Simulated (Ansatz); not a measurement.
# ZnIn2 (built on the sites of a database entry of MgB2): relaxing the cell for a phonon run, part 2 of 2

Wanted: the relaxed cell of ZnIn2 (built on the sites of a database entry of MgB2).

Ansatz 0.2.0; DFT PBEsol, scalar-relativistic, plane waves, norm-conserving pseudopotentials.

So far. Step 2 (A coarse first look): The coarse mesh shows no gap and a pressure of 103.9 GPa.

The structure was built from a prototype and need not be the compound's stable phase.

### 4. Relaxation (continued)

ELF in the ab plane at fractional z = 0.500, with atoms of In within 0.2 Å of it. It is the smooth field of the valence electrons, not physical close to the nuclei.

Ten even steps from '_' (0.05) to '@' (0.39), each cell a mean:
```
****++++********##**++++****
**++++++++++**++++++++++****
++++++++##@@@@**++++++++++++
++**++%%**--@@##++**++++++++
##****%%__..@@++******++++**
##++##@@==%%##**##**++++++##
##++**@@@@****##**++##**++**
##**++++++**##**##@@@@@@****
##**++++**##****%%..--@@++**
++++++++++**++@@==__**##++**
++++++==++++++@@@@%%%%++++++
++**++++++++++**##**++++++++
******++++****++++****++++**
****++++++##########++++****
```
Columns run along a (5.2 Å), rows up along b (5.2 Å). Atoms in or near the plane, at fractional coordinates: In at (0.33, 0.67), In at (0.67, 0.33).

Electrostatic potential energy in the ab plane at fractional z = 0.500, with atoms of In within 0.2 Å of it. With pseudopotentials it is smooth inside the atoms' cores, unlike the true potential.

Ten even steps from '0' (-98 eV) to '9' (14 eV), each cell a mean:
```
99999999999999
99999888999999
99987557999999
99962037999999
99730048999999
99731379999999
99766799987789
99889999743589
99999997300589
99999996102799
99999986336899
99999987779999
99999999999999
99999999999999
```
Columns run along a (5.2 Å; values clipped at the 3rd and 97th percentile), rows up along b (5.2 Å). Atoms in or near the plane, at fractional coordinates: In at (0.33, 0.67), In at (0.67, 0.33).

Valence density in the ab plane at fractional z = 0.500, with atoms of In within 0.2 Å of it. It is the smooth field of the valence electrons, not physical close to the nuclei.

Values in e/Å³, 14 rows by 14 columns, each cell a mean:
```
0.1 0.1 0.1 0.1 0.1 0.2 0.3 0.3 0.2 0.1 0.1 0.1 0.1 0.1
0.1 0.1 0.1 0.2 0.3 0.6 0.8 0.5 0.2 0.1 0.1 0.1 0.1 0.1
0.1 0.1 0.2 0.5 1.8 3.7 3.2 1.0 0.3 0.1 0.1 0.1 0.1 0.1
0.1 0.1 0.4 2.2 5.1 5.3 5.5 1.1 0.3 0.1 0.1 0.1 0.1 0.1
0.1 0.2 1.1 4.9 3.2 3.9 4.2 0.6 0.2 0.1 0.1 0.1 0.1 0.1
0.2 0.4 1.7 5.6 5.8 4.8 1.3 0.3 0.2 0.2 0.3 0.3 0.2 0.2
0.2 0.4 1.1 2.5 2.5 1.0 0.3 0.2 0.3 0.6 1.1 1.0 0.5 0.3
0.2 0.3 0.4 0.5 0.4 0.2 0.2 0.3 1.3 4.2 5.5 3.2 0.8 0.3
0.1 0.2 0.2 0.2 0.2 0.1 0.2 1.0 4.8 3.9 5.3 3.7 0.6 0.2
0.1 0.1 0.1 0.1 0.1 0.2 0.4 2.5 5.8 3.2 5.1 1.8 0.3 0.1
0.1 0.1 0.1 0.1 0.1 0.2 0.5 2.5 5.6 4.9 2.2 0.5 0.2 0.1
0.1 0.1 0.1 0.1 0.1 0.2 0.4 1.1 1.7 1.1 0.4 0.2 0.1 0.1
0.1 0.1 0.1 0.1 0.1 0.2 0.3 0.4 0.4 0.2 0.1 0.1 0.1 0.1
0.1 0.1 0.1 0.1 0.1 0.1 0.2 0.2 0.2 0.1 0.1 0.1 0.1 0.1
```
Columns run along a (5.2 Å), rows up along b (5.2 Å). Atoms in or near the plane, at fractional coordinates: In at (0.33, 0.67), In at (0.67, 0.33).

In this step the volume went from 23.08 to 22.90 Å³/atom.

### 5. Tight relaxation

Phonons need a cell at rest on their own settings, so the relaxation is repeated with tight tolerances on forces and stress on the k mesh and occupations of the first response run.

input.yaml reads:

```yaml
crystal:
  lattice:
    - [5.1625690595, 4.076e-06, 0.0]
    - [-2.5812880597, 4.4709139163, 0.0]
    - [0.0, 0.0, 2.9758832983]
  atoms:
    - { symbol: Zn, position: [0.0, 0.0, 0.0] }
    - { symbol: In, position: [0.3333333333, 0.6666666667, 0.5] }
    - { symbol: In, position: [0.6666666667, 0.3333333333, 0.5] }
kpoints:
  mp_grid: { grid: [12, 12, 16] }
hamiltonian:
  xc: pbesol
  pseudopotentials: { kind: nc }
scf:
  occupations: { method: methfessel_paxton, width: 0.2 }
output:
  forces: true
  stress: true
  eigenvalues: true
relax:
  adjacent_minimum: "off"
  f_tol: 0.001
  max_steps: 60
  cell: { stress_tol: 0.01 }
```

Launch:

```sh
ansatz run input.yaml --threads 8 --pin off --max-ram 14336MiB --backend cpu --events-out ev --progress --plain --runs-dir out
```

Numbers of over 12 decimals in the logs are rounded to 6 here.

The log of the run:

```text
[...]
Crystal: 3 atoms, lattice volume = 68.688 Å³
Basis set: ecut = 1142.878222 eV, 6035 PW (Γ), exchange–correlation on 120×120×72 points (8 copies of the dense FFT grid, shifted against one another)
Bands: 28, of which v1, the nominal top of the filled ones, is band 23 counted from 1 (22 counted from 0)
Symmetry: 24 space group operations
[...]
k-points: 171 of 2304
[...]
--- Relaxed structure (3 steps of the walk, 3 accepted, 1 SCFs on fresh bases) ---
[...]
cell:  # Å, volume = 68.6654 Å³
    - [5.149492, 4.065692844591384e-6, 0.0]
    - [-2.574750, 4.459589, 0.0]
    - [0.0, 0.0, 2.990049]
  atoms:
    - { symbol: Zn, position: [0, 0, 0.0] }
    - { symbol: In, position: [0.333333, 0.666667, 0.5] }
    - { symbol: In, position: [0.666667, 0.333333, 0.5] }
[key lines of the parts left out:]
SCF converged after 6 iterations
Free energy (F): -9292.436579 eV
Fermi energy:    11.068458 eV
P = ⅓ Tr σ = 0.0022 GPa (0.022 kbar)
```

Elapsed: 28 s, on 8 threads of Arm Neoverse V2, shared host; peak memory 1.3 GiB; 3.7 min of CPU time.

The steps of the relaxation:

```
step  energy less that of the first step (eV)  largest force component (eV/Å)  pressure (GPa)  volume (Å³)
   1                                   0.0000                          0.0000            0.00        68.69
   2                                  -0.0004                          0.0000            0.00        68.67
   3                                  -0.0005                          0.0000            0.00        68.67
  4*                                  -0.0005                          0.0000            0.00        68.67
```

Relaxation steps marked * repeat the geometry before them on a plane-wave basis chosen anew for their cell, so energy and pressure can jump there.

The run keeps the 24 symmetry operations that it works with, so distortions that break them were not tested.

```
conventional cell, symmetrised  before  after  change
                         a (Å)   5.163  5.149  -0.3 %
                         b (Å)   5.163  5.149  -0.3 %
                         c (Å)   2.976  2.990  +0.5 %
              volume (Å³/atom)   22.90  22.89  -0.0 %
```

Final coordinates:

```
Zn In
1.0
     5.14949    0.00000    0.00000
    -2.57475    4.45959    0.00000
     0.00000    0.00000    2.99005
Zn In
1 2
Direct
  0.00000 0.00000 0.00000
  0.33333 0.66667 0.50000
  0.66667 0.33333 0.50000
```

This step gave:

```yaml
pressure: 0.002182 GPa
volume_per_atom: 22.89 Å³
```

The forces vanish by symmetry and the pressure is 0.002 GPa, within the tolerances set. The cell now holds 22.89 Å³/atom.

### 6. Results

| Quantity | Value |
| --- | --- |
| space group after relaxation (within 0.01 Å) | P6/mmm |
| lattice constant a | 5.149 Å |
| lattice constant b | 5.149 Å |
| lattice constant c | 2.990 Å |
| volume per atom | 22.9 Å³ |

**Reading.** The forces vanish by symmetry and the pressure is 0.002 GPa, within the tolerances set. The cell now holds 22.89 Å³/atom. The relaxation keeps the symmetry of its start, so it says nothing on stability against lower symmetry. The starting cell was built on a prototype and not taken from a measurement, so the phase need not exist.

[Logs are printed without paths, hosts, clocks, repeated set-up lines and the standing remarks that a program may print on its own settings, such as how far it seeks lower states.]

[Hosts, paths, dates, database ids (printed as entryN), source tags and the programs' standing remarks are cut or masked in the printed files.]
